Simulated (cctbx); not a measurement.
# What is wrong with this refinement?

Cell a = 7.2350 Å, b = 7.3780 Å, c = 10.8560 Å, α = 90.00°, β = 90.00°, γ = 90.00°; space group Imma (no. 74). The compound is FeCoAgS4.

The data are simulated with cctbx, not measured: Cu Kα, λ = 1.54184 Å, to d = 0.83 Å, 50 % of the full sphere, strongest reflection 20000 counts, noise from counting, a 1.5 % proportional error and a noise floor of 2 counts (s.d.); no absorption.

An anisotropic refinement with weights 1/σ² prints:

```text
Rint 0.021, 300 unique reflections to 0.83 A
cycle     R1     wR2    GooF  max shift (A)
   1  0.0646  0.1421   6.177   0.00562
   3  0.0268  0.0681   2.959   0.00012
final R1 0.0268 wR2 0.0681 GooF 2.959  parameters 24  data/parameter 12.5
atom        x        y        z      Ueq    occ   su(xyz)  su(Uiso or U11)
Ag1    0.00000  0.25000  0.86887   0.0108  1.000  0.00007  0.0004
Co1    0.75000  0.75000  0.75000   0.0205  1.000  0.00000  0.0009
Fe1    0.50000  0.50000  0.00000   0.0096  1.000  0.00000  0.0008
S1     0.50000  0.97667  0.76753   0.0092  1.000  0.00028  0.0009
S2     0.21904  0.25000  0.50175   0.0190  1.000  0.00030  0.0011
difference map: max 1.00 min -1.48 rms 0.25
Q1    0.0000  0.0015  0.2578    8    1.00  0.19 A from S1
Q2    0.0000  0.2500  0.8394    4    0.85  0.32 A from Ag1
Q3    0.2319  0.2500  0.9995    8    0.83  0.36 A from S2
Q4    0.0000  0.2500  0.1628    4    0.79  2.02 A from S1
Q5    0.0000  0.2500  0.6625    4    0.76  2.16 A from S1
Q6    0.2516  0.2500  0.6971    8    0.72  1.93 A from Ag1
```

Q: Accept it or mend it, and why?

Mend it. The fault: anomalous dispersion left out. Against the right model at the same level, R1 goes from 0.0103 to 0.0268 and GooF from 0.98 to 2.96, U of Co1 swells from 0.0121 to 0.0205 Å², the top difference peak, 1.0 e/Å³, lies on S1 and a hole of -1.5 e/Å³ opens. No atom is wrong: without f′ and f″ the atoms near an edge get the wrong scattering power, which U and the scale absorb. The signs are weak, and the output alone doesn't single this fault out.

The compound is FeCoAgS4. The right model at the same level gives:

```text
Rint 0.021, 300 unique reflections to 0.83 A
cycle     R1     wR2    GooF  max shift (A)
   1  0.0268  0.0659   2.866   0.00208
   2  0.0103  0.0225   0.977   0.00000
final R1 0.0103 wR2 0.0225 GooF 0.977  parameters 24  data/parameter 12.5
atom        x        y        z      Ueq    occ   su(xyz)  su(Uiso or U11)
Ag1    0.00000  0.25000  0.86899   0.0124  1.000  0.00002  0.0001
Co1    0.75000  0.75000  0.75000   0.0121  1.000  0.00000  0.0003
Fe1    0.50000  0.50000  0.00000   0.0072  1.000  0.00000  0.0003
S1     0.50000  0.97703  0.76751   0.0114  1.000  0.00009  0.0003
S2     0.21977  0.25000  0.50165   0.0217  1.000  0.00010  0.0004
difference map: max 0.24 min -0.40 rms 0.07
Q1    0.1600  0.2500  0.9762    8    0.25  0.90 A from S2
Q2    0.1300  0.2500  0.7118    8    0.24  1.95 A from Ag1
Q3    0.1157  0.2500  0.2264    8    0.23  1.00 A from Co1
Q4    0.0912  0.2500  0.4091    8    0.20  1.37 A from S2
Q5    0.1347  0.0716  0.5727   16    0.20  1.36 A from Fe1
Q6    0.1437  0.2500  0.1184    8    0.20  1.62 A from Co1
```

The model is made up (kin elements in a known structure type, no relaxation), so it says nothing on whether the phase exists.

[Middle refinement cycles are left out of these outputs.]

[Logs are printed without paths, hosts, clocks, repeated set-up lines and the standing remarks that a program may print on its own settings, such as how far it seeks lower states.]
